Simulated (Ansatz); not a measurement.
**A hypothetical structure for TiGa4**

This structure for TiGa4 is made up. Its elements were placed in a known structure type with a cell scaled to their sizes. What cell does the guess relax to, and how far off was it?

Main program and level: Ansatz 0.2.0; DFT, PBEsol, plane-wave PAW, files of the set soft_1, scalar-relativistic, no spin, cell and ions relaxed at zero pressure; PAW set soft_1, in the first sound run; inputs show where later runs differ.

## (1) Set-up

The structure is cubic, space group Im-3m (No. 229). The conventional cell has a = 5.695 Å, b = 5.695 Å, c = 5.695 Å, α = 90.00°, β = 90.00°, γ = 90.00°. Ga has 2 Ti at 2.47 Å nearest. Ti has 8 Ga at 2.47 Å nearest. Farther neighbours are not listed.

Coordinates:

```cif
data_structure
_symmetry_space_group_name_H-M 'Im-3m'
_symmetry_Int_Tables_number 229
_cell_length_a 5.6950
_cell_length_b 5.6950
_cell_length_c 5.6950
_cell_angle_alpha 90.000
_cell_angle_beta 90.000
_cell_angle_gamma 90.000
_cell_volume 184.71
loop_
_atom_site_label
_atom_site_type_symbol
_atom_site_symmetry_multiplicity
_atom_site_Wyckoff_symbol
_atom_site_fract_x
_atom_site_fract_y
_atom_site_fract_z
_atom_site_occupancy
Ga1 Ga 8 c 0.25000 0.25000 0.25000 1
Ti1 Ti 2 a 0.00000 0.00000 0.00000 1
```

## (2) Relaxation of the guess

The guessed cell has no reason to be at equilibrium. It is relaxed with the atoms, within the space group of the guess.

File input.yaml:

```yaml
crystal:
  lattice:
    - [-2.8475, 2.8475, 2.8475]
    - [2.8475, -2.8475, 2.8475]
    - [2.8475, 2.8475, -2.8475]
  atoms:
    - { symbol: Ga, position: [0.5, 0.5, 0.5] }
    - { symbol: Ga, position: [0.5, 0.0, 0.0] }
    - { symbol: Ga, position: [0.0, 0.5, 0.0] }
    - { symbol: Ga, position: [0.0, 0.0, 0.5] }
    - { symbol: Ti, position: [0.0, 0.0, 0.0] }
kpoints:
  mp_grid: { grid: [7, 7, 7] }
scf:
  occupations: { method: fermi_dirac, width: 0.05 }
hamiltonian:
  xc: pbesol
  pseudopotentials: { kind: paw, azcp: { folder: soft_1 }, xc_functional: pbe }
relax:
  f_tol: 0.015
  max_steps: 70
  cell: {}
output:
  forces: true
  stress: true
```

The run is started by

```bash
$ ansatz run input.yaml --threads 4 --pin off --max-ram 8192MiB --backend cpu --events-out ev --progress --plain --runs-dir out
```

Numbers of over 12 decimals in the logs are rounded to 6 here.

Output:

```text
Engine: ansatz 0.2.0, aarch64-unknown-linux-gnu
Pseudopotentials: kind: paw
Pseudopotential: Ga, paw, valence charge 13, recommended cutoff 420 eV (normal), soft_1/Ga.paw.azcp
Pseudopotential: Ti, paw, valence charge 12, recommended cutoff 420 eV (normal), soft_1/Ti.paw.azcp
Functional definition: PBEsol
  exchange = pbesol_x
  correlation = pbesol_c
Crystal: 5 atoms, lattice volume = 92.353 Å³
Basis set: ecut = 420 eV, 1865 PW (Γ), exchange–correlation on 72×72×72 points (8 copies of the dense FFT grid, shifted against one another)
Bands: 39, of which v1, the nominal top of the filled ones, is band 32 counted from 1 (31 counted from 0)
Symmetry: 48 space group operations
Space group: Im-3m (ITA 229), of the structure as read, at distance tolerance 4.5e-5 Å
k-points: 20 of 343
Non-local potential: Ga, projectors of the file, l = 0: 2, l = 1: 2, l = 2: 3, l = 3: 1
Non-local potential: Ti, projectors of the file, l = 0: 3, l = 1: 2, l = 2: 3, l = 3: 1
PAW form: soft (Blöchl's): semilocal exchange-correlation on the pseudo side does not see the compensation charge
PAW frozen core: Ga, regenerated for the run's functional, and the local potential with it (the file was generated under x = pbe(κ = 0.804, μ = 0.219515), c = pbe(β = 0.066725))
PAW frozen core: Ti, regenerated for the run's functional, and the local potential with it (the file was generated under x = pbe(κ = 0.804, μ = 0.219515), c = pbe(β = 0.066725))
PAW one-centre angular grid: Ga, 590 points (default); XC on 64 Gauss nodes
PAW one-centre angular grid: Ti, 590 points (default); XC on 64 Gauss nodes
Initial density: superposition of atomic densities (chi_scale 0.1, normalization cell, long waves kept (reshape's long-wave potential 0.00 eV rms))
Initial wavefunctions: pseudopotential atomic-orbital guess
Functional: x = pbesol(κ = 0.804, μ = 0.123457), c = pbesol(β = 0.046)
SCF iter   1: F=—  HF=-17450.207492 eV  |F-HF|=—  |Δ(HF+E_count)|=         —  Δρ=1.19e-1  dr2=3.15e1  ethr=3.10e-3  ⟨swp⟩=5.7  Hψ=2588  notcnv=0  defer=4
preconditioner: auto → Kerker (q_TF=auto, 2.567 Å⁻¹)  [metal: Δε(μ)=0.007 eV  Ē_g=12.615 eV  σ=0.050 eV  W_gap=0.04  n_scr=18 (ndim 8)  ℏωp=28.9 eV  f_vac=0.000  D(μ)=8.63/eV (n_scr^D=86)]
SCF iter   2: F=—  HF=-17448.189517 eV  |F-HF|=—  |Δ(HF+E_count)|=    2.02e0  Δρ=7.65e-2  dr2=1.36e1  ethr=3.10e-3  ⟨swp⟩=2.0  Hψ=1603  notcnv=0  defer=30
SCF iter   3: F=—  HF=-17446.878646 eV  |F-HF|=—  |Δ(HF+E_count)|=    1.31e0  Δρ=3.31e-2  dr2=1.47e0  ethr=3.10e-3  ⟨swp⟩=2.6  Hψ=1439  notcnv=0  defer=30
SCF iter   4: F=—  HF=-17446.355253 eV  |F-HF|=—  |Δ(HF+E_count)|=   5.23e-1  Δρ=1.24e-2  dr2=1.50e-1  ethr=2.30e-3  ⟨swp⟩=2.1  Hψ=1598  notcnv=0  defer=26
SCF iter   5: F=—  HF=-17446.347149 eV  |F-HF|=—  |Δ(HF+E_count)|=   8.10e-3  Δρ=8.16e-3  dr2=4.84e-2  ethr=2.34e-4  ⟨swp⟩=2.1  Hψ=906  notcnv=0  defer=22
SCF iter   6: F=—  HF=-17446.344391 eV  |F-HF|=—  |Δ(HF+E_count)|=   2.76e-3  Δρ=6.57e-4  dr2=4.92e-4  ethr=7.56e-5  ⟨swp⟩=2.0  Hψ=932  notcnv=0  defer=22
SCF iter   7: F=—  HF=-17446.344525 eV  |F-HF|=—  |Δ(HF+E_count)|=   1.33e-4  Δρ=1.62e-4  dr2=1.87e-5  ethr=7.69e-7  ⟨swp⟩=2.0  Hψ=1382  notcnv=0  defer=22
SCF iter   8: F=—  HF=-17446.344535 eV  |F-HF|=—  |Δ(HF+E_count)|=   1.02e-5  Δρ=7.51e-5  dr2=4.29e-6  ethr=2.93e-8  ⟨swp⟩=2.5  Hψ=1424  notcnv=0  defer=22
SCF iter   9: F=—  HF=-17446.344535 eV  |F-HF|=—  |Δ(HF+E_count)|=   7.89e-8  Δρ=2.99e-5  dr2=1.03e-6  ethr=6.70e-9  ⟨swp⟩=1.7  Hψ=782  notcnv=0  defer=22
SCF iter  10: F=-17446.344535 eV  HF=-17446.344535 eV  |F-HF|=5.76e-9  |Δ(HF+E_count)|=   1.27e-7  Δρ=3.21e-6  dr2=1.45e-8  ethr=1.56e-10  ⟨swp⟩=2.5  Hψ=2872  notcnv=0
SCF 1 converged in 10 iterations: F = -17446.344535 eV  dr2 = 1.45e-8
  greatest PAW one-centre occupation: 0.998 electrons in one spin orbital (limit 2), on the Ti atom at site 4 (counted from 0), in its partial waves of l = 0
relax step   1: F+E_penalty+E_count = -17446.34453464 eV  Δ(F+E_penalty+E_count) = +0.000e0 eV  max|allowed force component| = 6.672e-30 eV/Å  Δτ_max = 0.0000 Å  P = +9.160 GPa  Ω = 92.353 Å³  (10 SCF iters, dr2 threshold 1.00e-7 eV, accepted)
Crystal: 5 atoms, lattice volume = 101.605 Å³
Basis set: ecut = 420 eV, 1985 PW (Γ), exchange–correlation on 72×72×72 points (8 copies of the dense FFT grid, shifted against one another)
Initial density: handed on by an earlier stage of this run
Initial wavefunctions: those handed on with the density
iter 1 solved again at ethr=1.02e-3 eV; its pass at ethr=3.10e-3 eV (dr2=6.52e-1 eV) is discarded
SCF iter   1: F=—  HF=-17446.698221 eV  |F-HF|=—  |Δ(HF+E_count)|=         —  Δρ=1.61e-2  dr2=6.52e-1  ethr=1.02e-3  ⟨swp⟩=1.4  Hψ=4056  notcnv=0
preconditioner: auto → LDOS  [metal: Δε(μ)=0.065 eV  Ē_g=13.964 eV  σ=0.050 eV  W_gap=0.31  n_scr=18 (ndim 8)  ℏωp=27.6 eV  f_vac=0.012  D(μ)=5.62/eV (n_scr^D=54)  β→1.0]
SCF iter   2: F=—  HF=-17446.618249 eV  |F-HF|=—  |Δ(HF+E_count)|=   8.00e-2  Δρ=5.92e-3  dr2=3.95e-2  ethr=1.02e-3  ⟨swp⟩=2.3  Hψ=954  notcnv=0
preconditioner: auto → Kerker (q_TF=auto, 2.526 Å⁻¹)  [metal: Δε(μ)=0.053 eV  Ē_g=13.757 eV  σ=0.050 eV  W_gap=0.26  n_scr=18 (ndim 8)  ℏωp=27.6 eV  f_vac=0.005  D(μ)=5.78/eV (n_scr^D=54)  β→0.5]
SCF iter   3: F=—  HF=-17446.619383 eV  |F-HF|=—  |Δ(HF+E_count)|=   1.13e-3  Δρ=4.66e-3  dr2=2.87e-2  ethr=6.17e-5  ⟨swp⟩=2.6  Hψ=1574  notcnv=0  defer=4
SCF iter   4: F=—  HF=-17446.615805 eV  |F-HF|=—  |Δ(HF+E_count)|=   3.58e-3  Δρ=1.10e-3  dr2=1.20e-3  ethr=4.48e-5  ⟨swp⟩=3.0  Hψ=1558  notcnv=0  defer=10
SCF iter   5: F=—  HF=-17446.615695 eV  |F-HF|=—  |Δ(HF+E_count)|=   1.10e-4  Δρ=3.79e-4  dr2=2.50e-4  ethr=1.88e-6  ⟨swp⟩=2.0  Hψ=1300  notcnv=0  defer=10
SCF iter   6: F=—  HF=-17446.615685 eV  |F-HF|=—  |Δ(HF+E_count)|=   9.49e-6  Δρ=1.69e-4  dr2=4.81e-5  ethr=3.90e-7  ⟨swp⟩=2.9  Hψ=1459  notcnv=0  defer=10
SCF iter   7: F=—  HF=-17446.615687 eV  |F-HF|=—  |Δ(HF+E_count)|=   2.14e-6  Δρ=6.34e-5  dr2=8.78e-6  ethr=7.52e-8  ⟨swp⟩=2.0  Hψ=869  notcnv=0  defer=10
SCF iter   8: F=-17446.615687 eV  HF=-17446.615687 eV  |F-HF|=1.22e-8  |Δ(HF+E_count)|=   2.73e-7  Δρ=1.11e-5  dr2=1.93e-7  ethr=7.81e-10  ⟨swp⟩=3.9  Hψ=3004  notcnv=0
SCF 2 converged in 8 iterations: F = -17446.615687 eV  dr2 = 1.93e-7
relax step   2: F+E_penalty+E_count = -17446.61568707 eV  Δ(F+E_penalty+E_count) = -2.712e-1 eV  max|allowed force component| = 9.401e-30 eV/Å  Δτ_max = 0.0000 Å  P = +0.968 GPa  Ω = 101.605 Å³  energy of the carried Pulay correction = -2.097e-3 eV  (8 SCF iters, dr2 threshold 5.00e-7 eV, accepted)
Crystal: 5 atoms, lattice volume = 102.821 Å³
iter 1 solved again at ethr=1.48e-5 eV; its pass at ethr=3.10e-3 eV (dr2=9.45e-3 eV) is discarded
SCF iter   1: F=—  HF=-17446.620726 eV  |F-HF|=—  |Δ(HF+E_count)|=         —  Δρ=1.89e-3  dr2=9.16e-3  ethr=1.48e-5  ⟨swp⟩=1.8  Hψ=3413  notcnv=0
preconditioner: auto → Kerker (q_TF=auto, 2.521 Å⁻¹)  [metal: Δε(μ)=0.054 eV  Ē_g=13.750 eV  σ=0.050 eV  W_gap=0.26  n_scr=18 (ndim 8)  ℏωp=27.4 eV  f_vac=0.005  D(μ)=5.90/eV (n_scr^D=54)]
SCF iter   2: F=—  HF=-17446.620020 eV  |F-HF|=—  |Δ(HF+E_count)|=   7.06e-4  Δρ=1.03e-3  dr2=3.04e-3  ethr=1.43e-5  ⟨swp⟩=1.0  Hψ=780  notcnv=0
SCF iter   3: F=—  HF=-17446.619679 eV  |F-HF|=—  |Δ(HF+E_count)|=   3.40e-4  Δρ=2.11e-4  dr2=3.57e-5  ethr=4.75e-6  ⟨swp⟩=1.9  Hψ=809  notcnv=0
SCF iter   4: F=—  HF=-17446.619667 eV  |F-HF|=—  |Δ(HF+E_count)|=   1.23e-5  Δρ=1.23e-4  dr2=1.35e-5  ethr=5.58e-8  ⟨swp⟩=2.0  Hψ=1353  notcnv=0
SCF iter   5: F=—  HF=-17446.619666 eV  |F-HF|=—  |Δ(HF+E_count)|=   8.25e-7  Δρ=4.21e-5  dr2=3.18e-6  ethr=2.11e-8  ⟨swp⟩=2.0  Hψ=1303  notcnv=0
SCF iter   6: F=-17446.619667 eV  HF=-17446.619667 eV  |F-HF|=1.73e-8  |Δ(HF+E_count)|=   2.81e-7  Δρ=1.13e-5  dr2=1.88e-7  ethr=7.81e-10  ⟨swp⟩=3.0  Hψ=3348  notcnv=0
SCF 3 converged in 6 iterations: F = -17446.619667 eV  dr2 = 1.88e-7
relax step   3: F+E_penalty+E_count = -17446.61966670 eV  Δ(F+E_penalty+E_count) = -3.980e-3 eV  max|allowed force component| = 9.256e-30 eV/Å  Δτ_max = 0.0000 Å  P = +0.158 GPa  Ω = 102.821 Å³  energy of the carried Pulay correction = -2.358e-3 eV  (6 SCF iters, dr2 threshold 5.00e-7 eV, accepted)
Crystal: 5 atoms, lattice volume = 103.063 Å³
iter 1 solved again at ethr=5.69e-7 eV; its pass at ethr=3.10e-3 eV (dr2=3.64e-4 eV) is discarded
SCF iter   1: F=—  HF=-17446.619776 eV  |F-HF|=—  |Δ(HF+E_count)|=         —  Δρ=3.74e-4  dr2=3.57e-4  ethr=5.69e-7  ⟨swp⟩=2.0  Hψ=3339  notcnv=0
preconditioner: auto → Kerker (q_TF=auto, 2.520 Å⁻¹)  [metal: Δε(μ)=0.060 eV  Ē_g=13.726 eV  σ=0.050 eV  W_gap=0.29  n_scr=18 (ndim 8)  ℏωp=27.4 eV  f_vac=0.004  D(μ)=5.92/eV (n_scr^D=54)]
SCF iter   2: F=—  HF=-17446.619754 eV  |F-HF|=—  |Δ(HF+E_count)|=   2.16e-5  Δρ=2.05e-4  dr2=1.21e-4  ethr=5.59e-7  ⟨swp⟩=1.0  Hψ=780  notcnv=0
SCF iter   3: F=—  HF=-17446.619741 eV  |F-HF|=—  |Δ(HF+E_count)|=   1.30e-5  Δρ=3.55e-5  dr2=1.09e-6  ethr=1.90e-7  ⟨swp⟩=1.9  Hψ=824  notcnv=0
SCF iter   4: F=—  HF=-17446.619737 eV  |F-HF|=—  |Δ(HF+E_count)|=   3.94e-6  Δρ=2.18e-5  dr2=4.79e-7  ethr=1.70e-9  ⟨swp⟩=2.0  Hψ=1356  notcnv=0
SCF iter   5: F=—  HF=-17446.619737 eV  |F-HF|=—  |Δ(HF+E_count)|=   7.87e-8  Δρ=7.50e-6  dr2=1.14e-7  ethr=7.49e-10  ⟨swp⟩=2.0  Hψ=1342  notcnv=0
SCF iter   6: F=-17446.619737 eV  HF=-17446.619737 eV  |F-HF|=3.57e-9  |Δ(HF+E_count)|=   3.26e-9  Δρ=2.35e-6  dr2=9.91e-9  ethr=9.81e-11  ⟨swp⟩=4.0  Hψ=2720  notcnv=0
SCF 4 converged in 6 iterations: F = -17446.619737 eV  dr2 = 9.91e-9
relax step   4: F+E_penalty+E_count = -17446.61973737 eV  Δ(F+E_penalty+E_count) = -7.067e-5 eV  max|allowed force component| = 7.553e-30 eV/Å  Δτ_max = 0.0000 Å  P = +0.004 GPa  Ω = 103.063 Å³  energy of the carried Pulay correction = -2.410e-3 eV  (6 SCF iters, dr2 threshold 6.28e-8 eV, accepted)
Initial wavefunctions: pseudopotential atomic-orbital guess (no wavefunctions were taken with the density)
iter 1 solved again at ethr=8.49e-8 eV; its pass at ethr=3.10e-3 eV (dr2=5.43e-5 eV) is discarded
SCF iter   1: F=—  HF=-17446.619639 eV  |F-HF|=—  |Δ(HF+E_count)|=         —  Δρ=8.39e-4  dr2=1.98e-5  ethr=8.49e-8  ⟨swp⟩=3.0  Hψ=4435  notcnv=0
preconditioner: auto → Kerker (q_TF=auto, 2.520 Å⁻¹)  [metal: Δε(μ)=0.054 eV  Ē_g=13.722 eV  σ=0.050 eV  W_gap=0.26  n_scr=18 (ndim 8)  ℏωp=27.4 eV  f_vac=0.004  D(μ)=5.93/eV (n_scr^D=54)]
SCF iter   2: F=—  HF=-17446.621034 eV  |F-HF|=—  |Δ(HF+E_count)|=   1.39e-3  Δρ=4.38e-4  dr2=9.91e-6  ethr=3.10e-8  ⟨swp⟩=2.0  Hψ=1336  notcnv=0
SCF iter   3: F=—  HF=-17446.621406 eV  |F-HF|=—  |Δ(HF+E_count)|=   3.72e-4  Δρ=9.92e-5  dr2=3.41e-7  ethr=1.55e-8  ⟨swp⟩=2.0  Hψ=1319  notcnv=0
SCF iter   4: F=—  HF=-17446.621420 eV  |F-HF|=—  |Δ(HF+E_count)|=   1.41e-5  Δρ=1.70e-5  dr2=5.24e-8  ethr=5.33e-10  ⟨swp⟩=2.0  Hψ=1331  notcnv=0
SCF iter   5: F=—  HF=-17446.621420 eV  |F-HF|=—  |Δ(HF+E_count)|=   5.24e-7  Δρ=3.07e-6  dr2=8.22e-9  ethr=8.18e-11  ⟨swp⟩=2.0  Hψ=1344  notcnv=0
SCF iter   6: F=—  HF=-17446.621420 eV  |F-HF|=—  |Δ(HF+E_count)|=   5.96e-9  Δρ=1.65e-6  dr2=1.65e-9  ethr=1.28e-11  ⟨swp⟩=2.0  Hψ=1332  notcnv=0
SCF iter   7: F=—  HF=-17446.621420 eV  |F-HF|=—  |Δ(HF+E_count)|=   4.00e-9  Δρ=3.85e-7  dr2=3.30e-10  ethr=2.58e-12  ⟨swp⟩=2.5  Hψ=1327  notcnv=0
SCF iter   8: F=—  HF=-17446.621420 eV  |F-HF|=—  |Δ(HF+E_count)|=  6.55e-11  Δρ=1.45e-7  dr2=5.50e-11  ethr=1.00e-12  ⟨swp⟩=1.0  Hψ=780  notcnv=0
SCF iter   9: F=-17446.621420 eV  HF=-17446.621420 eV  |F-HF|=3.64e-12  |Δ(HF+E_count)|=    0.00e0  Δρ=3.94e-8  dr2=3.87e-12  ethr=1.00e-12  ⟨swp⟩=3.4  Hψ=2188  notcnv=0
SCF 5 converged in 9 iterations: F = -17446.621420 eV  dr2 = 3.87e-12
relax step   5: F+E_penalty+E_count = -17446.62142020 eV  Δ(F+E_penalty+E_count) = -1.683e-3 eV  max|allowed force component| = 5.279e-30 eV/Å  Δτ_max = 0.0000 Å  P = -0.017 GPa  Ω = 103.063 Å³  stress off target by 1.66e-2 GPa  SCF on the basis re-selected at this cell (its energy is not comparable with the rows above)  (9 SCF iters)
basis re-selected at this cell: Δ(F+E_penalty+E_count) = -1.683e-3 eV, ΔP = -0.020 GPa vs the last step (what re-selecting the basis moved, of the pressure what is left beyond the Pulay correction that the steps carried, after the strain that the cell walked since its last selection, with what the two solves' SCF thresholds leave and, on support functions, any second-order correction that the steps lacked; it is no m [...]
SCF converged after 9 iterations
Free energy (F): -17446.621420 eV
Harris-Foulkes:  -17446.621420 eV  (|F-HF|=3.64e-12)
Internal energy: -17446.572215 eV  (E = F + TS)
E sigma→0 (E₀):  -17446.596818 eV
Entropy (-TS):   -0.049205 eV (-9.841 meV/atom)
Fermi energy:    8.007986 eV
--- Per-component energies (eV) ---
  E_band       = -401.998583
  E_kinetic    = 727.925777
  E_local      = -6847.197749  (includes V_loc(G=0)·N_el)
  E_nonlocal   = -319.521253
  E_hartree    = 4085.800065
  E_xc         = -368.299829
  E_vxc        = -370.793559  (∫ρ·V_xc dr)
  E_paw        = -8804.748772  (= ΣΔE_a)
  E_vpaw       = -1764.011026  (= ΣTr[D̂ρ^β])
  E_aug_tail   = -0.001052  (compensation charges beyond the density's cutoff)
  E_ewald      = -5924.120703
  E_core_change = 3.591301  (= ΣΔE_core)
  E_smearing   = -0.049205  (= −TS)
  E_closure    = 0.000000  (closes the sum)
  Σ components = -17446.621420   (vs F -17446.621420, Δ=0.00e0)
--- Forces (eV/Å), atoms counted from 1 ---
  atom   1  Ga     0.00000000     0.00000000     0.00000000
  atom   2  Ga     0.00000000     0.00000000    -0.00000000
  atom   3  Ga     0.00000000    -0.00000000     0.00000000
  atom   4  Ga     0.00000000     0.00000000    -0.00000000
  atom   5  Ti    -0.00000000     0.00000000     0.00000000
  max |Σ_I F_I| component: 3.44e-30 eV/Å
--- Stress (GPa, compression-positive) ---
       -0.016607       0.000000       0.000000
       -0.000000      -0.016607       0.000000
        0.000000      -0.000000      -0.016607
  P = ⅓ Tr σ = -0.0166 GPa (-0.166 kbar)
--- Relaxed structure (4 steps of the walk, 4 accepted, 1 SCFs on fresh bases) ---
  F+E_penalty+E_count = -17446.62142020 eV   max|allowed force component| = 5.279e-30 eV/Å   (the final SCF, on the basis selected at the relaxed cell)
  cell:  # Å, volume = 103.0629 Å³
    - [-2.953571, 2.953571, 2.953571]
    - [2.953571, -2.953571, 2.953571]
    - [2.953571, 2.953571, -2.953571]
  atoms:
    - { symbol: Ga, position: [0.5, 0.5, 0.5] }
    - { symbol: Ga, position: [0.5, 0.0, 0.0] }
    - { symbol: Ga, position: [0.0, 0.5, 0.0] }
    - { symbol: Ga, position: [0.0, 0.0, 0.5] }
    - { symbol: Ti, position: [0, 0, 0] }
```

Elapsed: 6.4 s, on 4 threads of Arm Neoverse V2, shared host; peak memory 0.44 GiB.

The steps of the relaxation:

| step | energy less that of the first step (eV) | largest force component (eV/Å) | pressure (GPa) | volume (Å³) |
| --- | --- | --- | --- | --- |
| 1 | 0.0000 | 0.0000 | 9.16 | 92.35 |
| 2 | -0.2712 | 0.0000 | 0.97 | 101.61 |
| 3 | -0.2751 | 0.0000 | 0.16 | 102.82 |
| 4 | -0.2752 | 0.0000 | 0.00 | 103.06 |
| 5* | -0.2769 | 0.0000 | -0.02 | 103.06 |

Relaxation steps marked * repeat the geometry before them on a plane-wave basis chosen anew for their cell, so energy and pressure can jump there.

Forces are held to the 48 operations that the run works with; a distortion that breaks them can't arise in this run.

```csv
"conventional cell, symmetrised",before,after,change
a (Å),5.695,5.907,+3.7 %
b (Å),5.695,5.907,+3.7 %
c (Å),5.695,5.907,+3.7 %
volume (Å³/atom),18.47,20.61,+11.6 %
```

The relaxed structure:

```xyz
5
Lattice="-2.9536 2.9536 2.9536 2.9536 -2.9536 2.9536 2.9536 2.9536 -2.9536" Properties=species:S:1:pos:R:3 pbc="T T T"
Ga    1.4768    1.4768    1.4768
Ga   -1.4768    1.4768    1.4768
Ga    1.4768   -1.4768    1.4768
Ga    1.4768    1.4768   -1.4768
Ti    0.0000    0.0000    0.0000
```

This step gave:

* free energy: -17446.6214 eV
* energy at zero smearing: -17446.5968 eV
* smearing term TS: 0.04920 eV
* Fermi energy: 8.008 eV
* electrons: 64
* symmetry operations: 48
* pressure: -0.01661 GPa

Shortest distances by pair of elements, guess and relaxed (not always the same contact):

```csv
pair,guess (Å),relaxed (Å)
Ga–Ti,2.466,2.558
Ga–Ga,2.848,2.954
Ti–Ti,4.932,5.116
```

The relaxation ends with a pressure of -0.02 GPa.

(Part 1 of 2 ends here.)

[Logs are printed without paths, hosts, clocks, repeated set-up lines and the standing remarks that a program may print on its own settings, such as how far it seeks lower states.]

[Hosts, paths, dates, database ids (printed as entryN), source tags and the programs' standing remarks are cut or masked in the printed files.]
